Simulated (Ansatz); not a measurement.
# Lattice dynamics of Ba2Sn (model cell, started as cuprite), part 2 of 2

Aim: the vibrations of Ba2Sn (model cell, started as cuprite), their spectra, and whether the structure is stable.

Ansatz 0.2.0; DFT PBEsol, scalar-relativistic, plane waves, PAW.

So far. Step 3 (Relaxation): Little changed from the start: no atom moved by 0.005 Å and no cell edge by 0.1 %. The relaxed cell has a = 7.469 Å (conventional setting).

The structure was built from a prototype and need not be the compound's stable phase.

## 4. Relaxing to small forces for the phonons

Phonons need a cell at rest on their own settings, so the relaxation is repeated with tight tolerances on forces and stress on the k mesh and occupations of the first response run.

The input, input.yaml:

```yaml
crystal:
  lattice:
    - [7.4694863295, 0.0, 0.0]
    - [0.0, 7.4694863295, 0.0]
    - [0.0, 0.0, 7.4694863295]
  atoms:
    - { symbol: Sn, position: [0.0, 0.0, 0.0] }
    - { symbol: Sn, position: [0.5, 0.5, 0.5] }
    - { symbol: Ba, position: [0.25, 0.25, 0.25] }
    - { symbol: Ba, position: [0.75, 0.75, 0.25] }
    - { symbol: Ba, position: [0.75, 0.25, 0.75] }
    - { symbol: Ba, position: [0.25, 0.75, 0.75] }
kpoints:
  mp_grid: { grid: [4, 4, 4] }
hamiltonian:
  xc: pbesol
scf:
  occupations: { method: methfessel_paxton, width: 0.15 }
output:
  forces: true
  stress: true
  eigenvalues: true
relax:
  adjacent_minimum: "off"
  f_tol: 0.001
  max_steps: 60
  cell: { stress_tol: 0.01 }
```

Command:

```
ansatz run input.yaml --threads 8 --pin off --max-ram 14336MiB --backend cpu --events-out ev --progress --plain --runs-dir out
```

Numbers of over 12 decimals in the logs are rounded to 6 here.

Log:

```text
[...]
Crystal: 6 atoms, lattice volume = 416.747 Å³
Basis set: ecut = 420 eV, 8217 PW (Γ), exchange–correlation on 100×100×100 points (8 copies of the dense FFT grid, shifted against one another)
Bands: 41, of which v1, the nominal top of the filled ones, is band 34 counted from 1 (33 counted from 0)
Symmetry: 48 space group operations
[...]
k-points: 10 of 64
[...]
cell:  # Å, volume = 418.4078 Å³
    - [7.479397, 0, 0]
    - [0, 7.479397, 0]
    - [0, 0.0, 7.479397]
  atoms:
    - { symbol: Sn, position: [0, 0, 0] }
    - { symbol: Sn, position: [0.500000, 0.500000, 0.500000] }
    - { symbol: Ba, position: [0.250000, 0.250000, 0.250000] }
    - { symbol: Ba, position: [0.750000, 0.750000, 0.250000] }
    - { symbol: Ba, position: [0.750000, 0.250000, 0.750000] }
    - { symbol: Ba, position: [0.250000, 0.750000, 0.750000] }
[key lines of the parts left out:]
SCF converged after 7 iterations
Free energy (F): -35349.219983 eV
Fermi energy:    3.969324 eV
P = ⅓ Tr σ = 0.0001 GPa (0.001 kbar)
```

Wall time 23 s (8 threads of Arm Neoverse N1, shared host); peak memory 1.2 GiB.

The steps of the relaxation:

| step | energy less that of the first step (eV) | largest force component (eV/Å) | pressure (GPa) | volume (Å³) |
| --- | --- | --- | --- | --- |
| 1 | 0.0000 | 0.0000 | 0.05 | 416.75 |
| 2 | -0.0002 | 0.0000 | 0.02 | 417.82 |
| 3 | -0.0002 | 0.0000 | 0.00 | 418.41 |
| 4* | -0.0003 | 0.0000 | 0.00 | 418.41 |

Relaxation steps marked * repeat the geometry before them on a plane-wave basis chosen anew for their cell, so energy and pressure can jump there.

The run keeps the 48 symmetry operations that it works with, so distortions that break them were not tested.

| conventional cell, symmetrised | before | after | change |
| --- | --- | --- | --- |
| a (Å) | 7.469 | 7.479 | +0.1 % |
| b (Å) | 7.469 | 7.479 | +0.1 % |
| c (Å) | 7.469 | 7.479 | +0.1 % |
| volume (Å³/atom) | 69.46 | 69.73 | +0.4 % |

Final coordinates:

```xyz
6
Lattice="7.4794 0.0000 0.0000 0.0000 7.4794 0.0000 0.0000 0.0000 7.4794" Properties=species:S:1:pos:R:3 pbc="T T T"
Sn    0.0000    0.0000    0.0000
Sn    3.7397    3.7397    3.7397
Ba    1.8698    1.8698    1.8698
Ba    5.6095    5.6095    1.8698
Ba    5.6095    1.8698    5.6095
Ba    1.8698    5.6095    5.6095
```

Numbers from this step:

```
pressure        : 1.24e-4 GPa
volume per atom : 69.73 Å³
```

The forces vanish by symmetry and the pressure is 0.000 GPa, within the tolerances set. The cell now holds 69.73 Å³/atom.

## 5. The dispersion

The mesh has a single point along some directions, so zone-edge points there are not solved. Linear response on a 1×1×1 q mesh gives force constants as far as a supercell of that size would.

The input, input.yaml:

```yaml
crystal:
  lattice:
    - [7.4793971907, 0.0, 0.0]
    - [0.0, 7.4793971907, 0.0]
    - [0.0, 0.0, 7.4793971907]
  atoms:
    - { symbol: Sn, position: [0.0, 0.0, 0.0] }
    - { symbol: Sn, position: [0.5, 0.5, 0.5] }
    - { symbol: Ba, position: [0.25, 0.25, 0.25] }
    - { symbol: Ba, position: [0.75, 0.75, 0.25] }
    - { symbol: Ba, position: [0.75, 0.25, 0.75] }
    - { symbol: Ba, position: [0.25, 0.75, 0.75] }
kpoints:
  mp_grid: { grid: [4, 4, 4] }
hamiltonian:
  xc: pbesol
scf:
  occupations: { method: methfessel_paxton, width: 0.15 }
output:
  eigenvalues: true
phonons:
  method: dfpt
  qmesh: [1, 1, 1]
  temperatures: { t_max: 1000, t_step: 50 }
  qpath:
    path:
      - [[0.0, 0.0, 0.0], [0.0, 0.5, 0.0], [0.5, 0.5, 0.0], [0.0, 0.0, 0.0], [0.5, 0.5, 0.5], [0.0, 0.5, 0.0]]
      - [[0.5, 0.5, 0.5], [0.5, 0.5, 0.0]]
    npoints: 10
```

Log:

```text
[...]
Crystal: 6 atoms, lattice volume = 418.408 Å³
Basis set: ecut = 420 eV, 8217 PW (Γ), exchange–correlation on 100×100×100 points (8 copies of the dense FFT grid, shifted against one another)
Bands: 41, of which v1, the nominal top of the filled ones, is band 34 counted from 1 (33 counted from 0)
Symmetry: 48 space group operations
k-points: 24 of 64 (irreducible under 2 space group operations, time reversal used)
[...]
SCF iter   1: F=—  HF=-35349.225434 eV  |F-HF|=—  |Δ(HF+E_count)|=         —  Δρ=2.00e-3  dr2=2.94e-2  ethr=1.77e-3  ⟨swp⟩=11.1  Hψ=5065  notcnv=0
[...]
SCF iter  11: F=-35349.219983 eV  HF=-35349.219983 eV  |F-HF|=1.46e-11  |Δ(HF+E_count)|=  7.28e-11  S|Δr|=    0.00e0  Δρ=3.30e-8  dr2=7.02e-12  ethr=1.00e-12  ⟨swp⟩=8.8  Hψ=6336  notcnv=0
SCF 1 converged in 11 iterations: F = -35349.219983 eV  dr2 = 7.02e-12
[...]
phonons: the bands overlap, so this run is a metal and interpolates without the dipole-dipole term. If the crystal is really an insulator or semiconductor, its LO-TO splitting is missing
DFPT response loops at Γ: preconditioner auto → Kerker (q_TF=auto, 2.015 Å⁻¹) (partly filled bands, converged f_vac=0.000); β = 1.00, the filter's whole step (`scf.mixing.beta` (0.50) is not read by the response loops under this deck's `scf.mixing.preconditioner`; to damp them name `kerker` or `kerker_dos`, under which they read `scf.mixing.beta`, and type it under 1.00, their step now; both keys bind the ground state too); Broyden in place of MSR1
SCF converged after 11 iterations
[...]
Free energy (F): -35349.219983 eV
[...]
Internal energy: -35349.225952 eV  (E = F + TS)
E sigma→0 (E₀):  -35349.221475 eV
Entropy (-TS):   0.005969 eV (0.995 meV/atom)
Fermi energy:    3.969323 eV
[...]
--- Band table (eV; the first three rows and the last of 24) ---
  k-point 0: bands = [... 30 lower, 2.5195, 2.8485, 4.4518, 4.4518, 4.5432, 4.5432, 4.5432, 4.8861, ... 3 higher]
  k-point 1: bands = [... 30 lower, 2.7030, 2.9212, 3.9826, 3.9826, 4.1055, 4.5242, 4.5889, 5.0045, ... 3 higher]
  k-point 2: bands = [... 30 lower, 3.0985, 3.0985, 3.3887, 3.3887, 4.1156, 4.1156, 4.7304, 4.7304, ... 3 higher]
  k-point 23: bands = [... 30 lower, 2.5799, 3.6498, 3.6498, 3.6498, 4.2552, 4.2552, 4.2552, 5.4051, ... 3 higher]
--- Phonons (Γ-DFPT): 2 representative perturbations + reference, on 24 of 64 k-points (Σ response iterations 6) ---
  k mesh reduced under 2 symmetry operations, with k and −k counted as one. Each operation leaves every solved perturbation unchanged. A smaller set is not used because it would not reduce the number of displacements times k-points to solve
  ASR residual: 6.784e-5 → 0.000e0 eV/Å²; symmetrization residual: 2.307e-5 eV/Å²
  ASR residual per site (eV/Å²): 6.78e-5 6.78e-5 5.14e-5 5.14e-5 5.14e-5 5.14e-5
  Γ frequencies (cm⁻¹): -56.69 -56.69 -56.69 0.00 0.00 0.00 18.42 18.42 18.42 22.04 22.04 89.56 89.56 89.56 105.86 137.74 137.74 137.74
--- Phonons (arbitrary-q DFPT): 1 irreducible q on the 1×1×1 mesh ---
  q = [0.0000, 0.0000, 0.0000] (star 1, of the zone-centre solve; hermiticity 1.45e-5, symmetrization 7.66e-7): -56.69 -56.69 -56.69 -0.00 -0.00 0.00 18.42 18.42 18.42 22.04 22.04 89.56 89.56 89.56 105.86 137.74 137.74 137.74
  sum rule: each row above includes the acoustic sum rule's correction from the zone centre's row sums; it moved no ω² by more than (0.44 cm⁻¹)²
  mesh force constants: q→R imaginary residual 0.00e0; ASR residual 6.784e-5 → 0.000e0 eV/Å²; symmetrization residual 3.997e-15 eV/Å²
  interpolated dispersion: 62 rows × 18 modes
  density of states and harmonic sums: on the 9×9×9 q-mesh, interpolated from the force constants of a 1×1×1 supercell (no non-analytic term)
  largest difference from the sums on the solved wave vectors: F 2.57e-1 eV, S 3.42e-4 and C_V 8.56e-5 eV/K
  zero-point energy: 0.052897 eV/cell   skipped modes (ω ≤ 0): 235, of them read as no rigid motion or as one in doubt: 232 (6.989e0 modes/cell left out, lowest -56.69 cm⁻¹)   left out of the sums: 3.89e-1 of the cell's modes: C_V's classical limit lies that fraction below 3 k_B per atom; for a crystal, a wire or a layer, F and S can be off by more, and a phonons.interpolated_qmesh denser along its periods is the remedy for the sampling
```

Elapsed: 67 s, on 8 threads; peak memory 2.5 GiB; 5.9 min of CPU time.

Reading the cycles: dr2 is the Hartree energy of the density residual (eV), the measure of convergence; HF is the Harris–Foulkes estimate of the energy, which meets the free energy F at convergence.

This step gave:

* sum-rule residual before enforcement: 6.78e-5 eV/Å²
* point group: m-3m
* highest optical mode at the zone centre (no LO-TO term): 137.7 cm⁻¹
* lowest optical zone-centre mode: -56.69 cm⁻¹
* lowest mode on the q mesh (acoustic modes at Γ apart): -56.69 cm⁻¹
* highest frequency at a solved wavevector (no LO-TO term at Γ): 137.7 cm⁻¹

Frequencies (cm⁻¹) solved at each irreducible wavevector; negative means imaginary. Frequencies by wavevector, by row:

| q in reciprocal lattice units | star | mode 1 | mode 2 | mode 3 | mode 4 | mode 16 | mode 17 | mode 18 |
| --- | --- | --- | --- | --- | --- | --- | --- | --- |
| 0 0 0 | 1 | -56.7 | -56.7 | -56.7 | 0 | 137.7 | 137.7 | 137.7 |

Symmetry leaves 1 wavevectors to solve. The lowest mode among them, the acoustic zeros apart, lies at Γ and is imaginary, 56.7i cm⁻¹, so the energy falls along it.

## 6. Results

```yaml
space_group_after_relaxation_within_0p01_a: Pn-3m
volume_per_atom: 69.7 Å³
electronic_character: no gap on this mesh
highest_optical_mode_at_the_zone_centre_no_lo_to_term: 138 cm⁻¹
lowest_optical_zone_centre_mode: -56.7 cm⁻¹
lowest_mode_on_the_q_mesh_acoustic_modes_at_gamma_apart: -56.7 cm⁻¹
imaginary_modes_on_the_1x1x1_q_mesh: yes
```

Modes are clearly imaginary (beyond 10i cm⁻¹) at 1 of the 1 irreducible wavevectors, most at Γ (56.7i cm⁻¹), so this structure is not a minimum of the energy. The optical modes at Γ span -57 to 138 cm⁻¹ (negative means imaginary). The q mesh is too sparse to interpolate, so only the solved wavevectors are given. With no gap, or one that is small against the smearing, the frequencies hang on the k mesh and the smearing, most of all near Kohn anomalies. Spin-orbit coupling is left out, which can matter for the heavy elements here. The starting cell was built on a prototype and not taken from a measurement, so the phase need not exist. These are harmonic frequencies at zero temperature: anharmonic shifts, linewidths and thermal expansion are left out.

[Logs are printed without paths, hosts, clocks, repeated set-up lines and the standing remarks that a program may print on its own settings, such as how far it seeks lower states.]

[Hosts, paths, dates, database ids (printed as entryN), source tags and the programs' standing remarks are cut or masked in the printed files.]
